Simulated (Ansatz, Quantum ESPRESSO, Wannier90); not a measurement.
# Ballistic channels from Wannier functions: straight Cu chain, spacing 2.30 Å, part 3 of 5

Aim: a Wannier model and the conductance steps that follow from it, for this wire: straight Cu chain, spacing 2.30 Å.

Quantum ESPRESSO 7.5 and Wannier90 3.1.0; plane-wave DFT, PBE, PseudoDojo norm-conserving pseudopotentials; cross-check by Ansatz 0.2.0 with PAW datasets.

So far. Step 2 (SCF with pw.x): The run needed 9 iterations to bring the estimated error under 1e-07 Ry.

In doubt: a PseudoDojo file used here is known to give poor structures and forces, which bears on pressures, cells, forces and phonons.

### Step 6. Wannier functions and transport

Level of this step: maximally localised Wannier functions and ballistic conductance; plane-wave DFT, PBE, PseudoDojo norm-conserving pseudopotentials (Wannier90).

After disentangling and localising, transport_mode = bulk builds principal layers from hoppings within dist_cutoff and counts open channels.

Input file wan.win:

```
num_wann = 6
num_bands = 21
num_iter = 200
num_print_cycles = 20
conv_tol = 1e-8
conv_window = 5
guiding_centres = true
dis_num_iter = 1500
dis_conv_tol = 1e-8
dis_win_min = -14.5175
dis_win_max = 5.4825
dis_froz_max = -2.0175
search_shells = 120
fermi_energy = -3.5175

transport = true
transport_mode = bulk
one_dim_axis = z
dist_cutoff = 18.3
dist_cutoff_mode = one_dim
tran_win_min = -4.0
tran_win_max = 2.0
tran_energy_step = 0.02

bands_plot = true
bands_num_points = 96
begin kpoint_path
G 0.0 0.0 0.0 Z 0.0 0.0 0.5
end kpoint_path

begin projections
Cu:s;d
end projections

begin unit_cell_cart
ang
  8.0000000000 0.0000000000 0.0000000000
  0.0000000000 8.0000000000 0.0000000000
  0.0000000000 0.0000000000 2.3000000000
end unit_cell_cart

begin atoms_frac
  Cu 0.0000000000 0.0000000000 0.0000000000
end atoms_frac

mp_grid = 1 1 16
begin kpoints
  0.0 0.0 0.0000000000
  0.0 0.0 0.0625000000
  0.0 0.0 0.1250000000
  0.0 0.0 0.1875000000
  0.0 0.0 0.2500000000
  0.0 0.0 0.3125000000
  0.0 0.0 0.3750000000
  0.0 0.0 0.4375000000
  0.0 0.0 0.5000000000
  0.0 0.0 0.5625000000
  0.0 0.0 0.6250000000
  0.0 0.0 0.6875000000
  0.0 0.0 0.7500000000
  0.0 0.0 0.8125000000
  0.0 0.0 0.8750000000
  0.0 0.0 0.9375000000
end kpoints
```

Launch:

```
$ OMP_NUM_THREADS=1 wannier90.x wan > wan.run.log
```

Output:

```text
[banner, memory and clock lines left out]
+---------------------------------------------------+
             |                                                   |
             |                   WANNIER90                       |
             |                                                   |
             +---------------------------------------------------+
             |                                                   |
             |        Welcome to the Maximally-Localized         |
             |        Generalized Wannier Functions code         |
             |                             |
             |                                                   |
             |                                                   |
             |  Wannier90 Developer Group:                       |
             |    Giovanni Pizzi    (EPFL)                       |
             |    Valerio Vitale    (Cambridge)                  |
             |    David Vanderbilt  (Rutgers University)         |
             |    Nicola Marzari    (EPFL)                       |
             |    Ivo Souza         (Universidad del Pais Vasco) |
             |    Arash A. Mostofi  (Imperial College London)    |
             |    Jonathan R. Yates (University of Oxford)       |
             |                                                   |
             |  For the full list of Wannier90 3.x authors,      |
             |  please check the code documentation and the      |
             |  README on the GitHub page of the code            |
             |                                                   |
             |                                                   |
             |                                                   |
             |  [ref] "Wannier90 as a community code:            |
             |        new features and applications",            |
             |        165902 (2020).                             |
             |            |
             |                                                   |
             |  in any publications arising from the use of      |
             |                                                   |
             |  [ref] "Maximally Localized Generalised Wannier   |
             |         Functions for Composite Energy Bands"     |
             |         N. Marzari and D. Vanderbilt              |
             |         Phys. Rev. B 56 12847 (1997)              |
             |                                                   |
             |  [ref] "Maximally Localized Wannier Functions     |
             |         for Entangled Energy Bands"               |
             |         I. Souza, N. Marzari and D. Vanderbilt    |
             |         Phys. Rev. B 65 035109 (2001)             |
             |                                                   |
             |                                                   |
             | Copyright (c) 1996-2020                           |
             |        The Wannier90 Developer Group and          |
             |        individual contributors                    |
             |                                                   |
             |      Release: 3.1.0        5th March    2020      |
             |                                                   |
             | This program is free software; you can            |
             | redistribute it and/or modify it under the terms  |
             | of the GNU General Public License as published by |
             | the Free Software Foundation; either version 2 of |
             | the License, or (at your option) any later version|
             |                                                   |
             | This program is distributed in the hope that it   |
             | will be useful, but WITHOUT ANY WARRANTY; without |
             | even the implied warranty of MERCHANTABILITY or   |
             | FITNESS FOR A PARTICULAR PURPOSE. See the GNU     |
             | General Public License for more details.          |
             |                                                   |
             | You should have received a copy of the GNU General|
             | Public License along with this program; if not,   |
             | write to the Free Software Foundation, Inc.,      |
             | 675 Mass Ave, Cambridge, MA 02139, USA.           |
             |                                                   |
             +---------------------------------------------------+
[date or host left out]
             +---------------------------------------------------+

 ******************************************************************************
 * -> Using CODATA 2006 constant values                                       *
 *    (                      *
 * -> Using Bohr value from CODATA                                            *
 ******************************************************************************

 Running in serial (with parallel executable)

                                    ------
                                    SYSTEM
                                    ------

                              Lattice Vectors (Ang)
                    a_1     8.000000   0.000000   0.000000
                    a_2     0.000000   8.000000   0.000000
                    a_3     0.000000   0.000000   2.300000

                   Unit Cell Volume:     147.20000  (Ang^3)

                        Reciprocal-Space Vectors (Ang^-1)
                    b_1     0.785398   0.000000   0.000000
                    b_2     0.000000   0.785398   0.000000
                    b_3     0.000000   0.000000   2.731820

 *----------------------------------------------------------------------------*
 |   Site       Fractional Coordinate          Cartesian Coordinate (Ang)     |
 +----------------------------------------------------------------------------+
 | Cu   1   0.00000   0.00000   0.00000   |    0.00000   0.00000   0.00000    |
 *----------------------------------------------------------------------------*
                                ------------
                                K-POINT GRID
                                ------------

             Grid size =  1 x  1 x 16      Total points =   16

 *---------------------------------- MAIN ------------------------------------*
 |  Number of Wannier Functions               :                 6             |
 |  Number of Objective Wannier Functions     :                 6             |
 |  Number of input Bloch states              :                21             |
 |  Output verbosity (1=low, 5=high)          :                 1             |
[...]
O_D=      0.0000000 O_OD=      0.1593182 O_TOT=      5.4726937 <-- SPRD
 Delta: O_D=  0.9453486E-18 O_OD= -0.3447693E-05 O_TOT= -0.3447693E-05 <-- DLTA
 Cycle:     40
[...]
Sum of centres and spreads (  0.000000,  0.000000, -0.000000 )     5.47261969

     40    -0.397E-05     0.0063540987        5.4726196888       0.03  <-- CONV
        O_D=      0.0000000 O_OD=      0.1592441 O_TOT=      5.4726197 <-- SPRD
 Delta: O_D=  0.4728608E-16 O_OD= -0.3965140E-05 O_TOT= -0.3965140E-05 <-- DLTA
 Cycle:     60
[...]
Sum of centres and spreads (  0.000000,  0.000000, -0.000000 )     5.47258221

     60    -0.110E-05     0.0027742620        5.4725822124       0.04  <-- CONV
        O_D=      0.0000000 O_OD=      0.1592067 O_TOT=      5.4725822 <-- SPRD
 Delta: O_D=  0.3321393E-13 O_OD= -0.1102266E-05 O_TOT= -0.1102266E-05 <-- DLTA
 Cycle:     80
[...]
Sum of centres and spreads (  0.000000,  0.000000, -0.000000 )     5.47256153

     80    -0.638E-06     0.0018948480        5.4725615277       0.05  <-- CONV
        O_D=      0.0000000 O_OD=      0.1591860 O_TOT=      5.4725615 <-- SPRD
 Delta: O_D=  0.2173453E-10 O_OD= -0.6381314E-06 O_TOT= -0.6381096E-06 <-- DLTA
 Cycle:    100
[...]
Sum of centres and spreads (  0.000000,  0.000000, -0.000000 )     5.47254952

    100    -0.650E-06     0.0026597529        5.4725495215       0.05  <-- CONV
        O_D=      0.0000000 O_OD=      0.1591740 O_TOT=      5.4725495 <-- SPRD
 Delta: O_D= -0.7203835E-08 O_OD= -0.6428299E-06 O_TOT= -0.6500337E-06 <-- DLTA

 Writing checkpoint file wan.chk... done

 Cycle:    120
[...]
Sum of centres and spreads (  0.000000,  0.000000, -0.000000 )     5.47254350

    120    -0.158E-06     0.0011848659        5.4725434966       0.07  <-- CONV
        O_D=      0.0000000 O_OD=      0.1591680 O_TOT=      5.4725435 <-- SPRD
 Delta: O_D= -0.8445451E-09 O_OD= -0.1570847E-06 O_TOT= -0.1579292E-06 <-- DLTA
 Cycle:    140
[...]
Sum of centres and spreads (  0.000000,  0.000000, -0.000000 )     5.47254014

    140    -0.119E-06     0.0007812863        5.4725401372       0.08  <-- CONV
        O_D=      0.0000000 O_OD=      0.1591646 O_TOT=      5.4725401 <-- SPRD
 Delta: O_D=  0.5368475E-08 O_OD= -0.1240411E-06 O_TOT= -0.1186727E-06 <-- DLTA
 Cycle:    160
[...]
Sum of centres and spreads (  0.000000,  0.000000, -0.000000 )     5.47253817

    160    -0.113E-06     0.0011107221        5.4725381653       0.09  <-- CONV
        O_D=      0.0000000 O_OD=      0.1591626 O_TOT=      5.4725382 <-- SPRD
 Delta: O_D= -0.7034291E-08 O_OD= -0.1054962E-06 O_TOT= -0.1125305E-06 <-- DLTA
 Cycle:    180
[...]
Sum of centres and spreads (  0.000000,  0.000000, -0.000000 )     5.47253715

    180    -0.266E-07     0.0004881105        5.4725371506       0.10  <-- CONV
        O_D=      0.0000000 O_OD=      0.1591616 O_TOT=      5.4725372 <-- SPRD
 Delta: O_D= -0.1504432E-09 O_OD= -0.2644510E-07 O_TOT= -0.2659555E-07 <-- DLTA
 Cycle:    200
[...]
WF centre and spread    5  ( -0.000000, -0.000000,  0.000000 )     0.43078433
  WF centre and spread    6  (  0.000000,  0.000000, -0.000000 )     0.43453424
  Sum of centres and spreads (  0.000000,  0.000000, -0.000000 )     5.47253658

    200    -0.201E-07     0.0003216202        5.4725365823       0.11  <-- CONV
        O_D=      0.0000000 O_OD=      0.1591610 O_TOT=      5.4725366 <-- SPRD
 Delta: O_D=  0.8976094E-09 O_OD= -0.2098888E-07 O_TOT= -0.2009127E-07 <-- DLTA

 Writing checkpoint file wan.chk... done

 Final State
  WF centre and spread    1  ( -0.000000,  0.000000, -0.000000 )     2.97836188
  WF centre and spread    2  ( -0.000000,  0.000000, -0.000000 )     0.55352904
  WF centre and spread    3  (  0.000000,  0.000000,  0.000000 )     0.53766354
  WF centre and spread    4  (  0.000000,  0.000000,  0.000000 )     0.53766355
  WF centre and spread    5  ( -0.000000, -0.000000,  0.000000 )     0.43078433
  WF centre and spread    6  (  0.000000,  0.000000, -0.000000 )     0.43453424
  Sum of centres and spreads (  0.000000,  0.000000, -0.000000 )     5.47253658

         Spreads (Ang^2)       Omega I      =     5.313375541
        ================       Omega D      =     0.000000001
                               Omega OD     =     0.159161040
    Final Spread (Ang^2)       Omega Total  =     5.472536582
 Time for wannierise            0.098 (sec)

 Writing checkpoint file wan.chk... done

 *---------------------------------------------------------------------------*
 |                               PLOTTING                                    |
 *---------------------------------------------------------------------------*

 Translated centres
    translation centre in fractional coordinate:  0.000000  0.000000  0.000000
  WF centre     1  ( -0.000000,  0.000000, -0.000000 )
  WF centre     2  ( -0.000000,  0.000000, -0.000000 )
  WF centre     3  (  0.000000,  0.000000,  0.000000 )
  WF centre     4  (  0.000000,  0.000000,  0.000000 )
  WF centre     5  ( -0.000000, -0.000000,  0.000000 )
  WF centre     6  (  0.000000,  0.000000, -0.000000 )

 Calculating interpolated band-structure

 Time to calculate interpolated band structure       0.004 (sec)

 Time for plotting              0.008 (sec)

 *---------------------------------------------------------------------------*
 |                              TRANSPORT                                    |
 *---------------------------------------------------------------------------*

 Calculation of Quantum Conductance and DoS: bulk mode

 Maximum imaginary part of the real-space Hamiltonian:     0.000001

     Maximum real part of the real-space Hamiltonian at each lattice point
            Lattice point R           Max |H_ij(R)|
                  -9                     0.000000
                  -8                     0.000000
                  -7                     0.004001
                  -6                     0.042071
                  -5                     0.109147
                  -4                     0.204453
                  -3                     0.339678
                  -2                     0.592231
                  -1                     1.719779
                   0                     4.553528
                   1                     1.719779
                   2                     0.592231
                   3                     0.339678
                   4                     0.204453
                   5                     0.109147
                   6                     0.042071
                   7                     0.004001
                   8                     0.000000
                   9                     0.000000

 Number of unit cells inside the principal layer:     7
 Number of Wannier Functions inside the principal layer:    42

 Calculating quantum conductance and density of states... done

 Time for transport             1.365 (sec)
 Total Execution Time           1.521 (sec)

 *===========================================================================*
 |                             TIMING INFORMATION                            |
 *===========================================================================*
 |    Tag                                                Ncalls      Time (s)|
 |---------------------------------------------------------------------------|
 |kmesh: get                                        :         1         0.014|
 |overlap: allocate                                 :         1         0.000|
 |overlap: read                                     :         1         0.024|
 |dis: main                                         :         1         0.006|
 |wann: main                                        :         1         0.098|
 |plot: main                                        :         1         0.008|
 |tran: main                                        :         1         1.365|
 *---------------------------------------------------------------------------*

 All done: wannier90 exiting
[key lines of the parts left out:]
|  Fermi energy (eV)                         :            -3.518             |
```

Elapsed: 2 s, on 1 MPI rank of Arm Neoverse V2, shared host; peak memory 0.09 GiB.

Numbers from this step:

- lead channels at the Fermi level, one spin: 1.000
- total spread: 5.473 Å²
- gauge-invariant spread: 5.313 Å²
- largest misfit to plane-wave levels between mesh points, inside the frozen window: 0.06657 eV

Per spin. Table of quantum conductance of the perfect wire, open channels by energy, zero at the Fermi level:

energy (eV), quantum conductance of the perfect wire, open channels and a bar:
```
   -3.400       0.00 
   -3.200       1.00 #####
   -3.000       1.00 #####
   -2.800       1.00 #####
   -2.600       1.00 #####
   -2.400       1.00 #####
   -2.200       1.00 #####
   -2.000       1.00 #####
   -1.800       1.00 #####
   -1.600       3.00 ###############
   -1.400       3.00 ###############
   -1.200       3.00 ###############
   -1.020       3.00 ###############
   -0.800       4.00 ####################
   -0.600       6.00 ##############################
   -0.400       4.00 ####################
   -0.200       4.00 ####################
    0.000       1.00 #####
    0.200       1.00 #####
    0.400       1.00 #####
    0.600       1.00 #####
    0.800       1.00 #####
    1.000       1.00 #####
    1.200       1.00 #####
    1.400       1.00 #####
    1.600       1.00 #####
    1.800       1.00 #####
    2.000       1.00 #####
```

Wannier functions:

```csv
no.,x (Å),y (Å),z (Å),spread (Å²)
1,0,0,0,2.978
2,0,0,0,0.5535
3,0,0,0,0.5377
4,0,0,0,0.5377
5,0,0,0,0.4308
6,0,0,0,0.4345
```

The electronic bands at the labelled points (eV, zero at the Fermi level; # counts the bands kept):

```csv
point,#3,#4,#5,#6
Γ,-0.79,-0.79,-0.02,-0.02
halfway,-0.99,-0.60,-0.60,-0.11
Z,-0.41,-0.41,-0.06,6.93
```

The electronic bands as a text plot (rows in eV):

```
    6.7 |                                                     ***
    6.3 |                                                    *
    5.9 |                                                  **
    5.4 |
    5.0 |                                                 *
    4.6 |                                                *
    4.2 |                                               *
    3.7 |                                              *
    3.3 |                                             *
    2.9 |                                            *
    2.5 |                                           *
    2.0 |                                          *
    1.6 |                                        **
    1.2 |                                      **
    0.8 |                                  ****
    0.3 |                               ***
   -0.1 |*************            ******            *************
   -0.5 |             *******************************************
   -0.9 |****************      *************
   -1.4 |                          ****  **************
   -1.8 |                      ****                    **********
   -2.2 |                  ****
   -2.6 |             *****
   -3.1 |*************
         Γ                                                      Z
```

Bands and channels are those of the Wannier model: bands that were not projected, and all outside the frozen window, are missing or only approximate.

### Step 7. Neighbour list from wannier90 -pp, with dis_win_max − E_F = 4.0

How much does a setting matter? One run is repeated with a change.

wan_w.win, as its differences from the input of step 6:

```diff
@@ -10,3 +10,3 @@
 dis_win_min = -14.5175
-dis_win_max = 5.4825
+dis_win_max = 0.4825
 dis_froz_max = -2.0175
```

Launch:

```
$ OMP_NUM_THREADS=1 wannier90.x -pp wan_w > wan_w.pp.log
```

The job ended after 0.47 s (1 MPI rank; peak memory 0.09 GiB).

### Step 8. Overlaps and projections

The follow-up step for that run.

Input file wan_w.p2w.in:

```
&inputpp
  prefix = 'nscf'
  outdir = './out'
  seedname = 'wan_w'
  write_mmn = .true.
  write_amn = .true.
  write_unk = .false.
/
```

Launch:

```
$ OMP_NUM_THREADS=1 mpirun -n 2 pw2wannier90.x -in wan_w.p2w.in > wan_w.p2w.out
```

It took 9.1 s on 2 MPI ranks; peak memory 0.12 GiB; 18 s of CPU time.

[end of part 3 of 5]

[Logs are printed without paths, hosts, clocks, repeated set-up lines and the standing remarks that a program may print on its own settings, such as how far it seeks lower states.]

[Hosts, paths, dates, database ids (printed as entryN), source tags and the programs' standing remarks are cut or masked in the printed files.]

[Maps of the electrostatic potential energy from Ansatz leave out the sawtooth potential of an applied field or a dipole correction, so their vacuum need not be flat; planar profiles and work functions include it.]
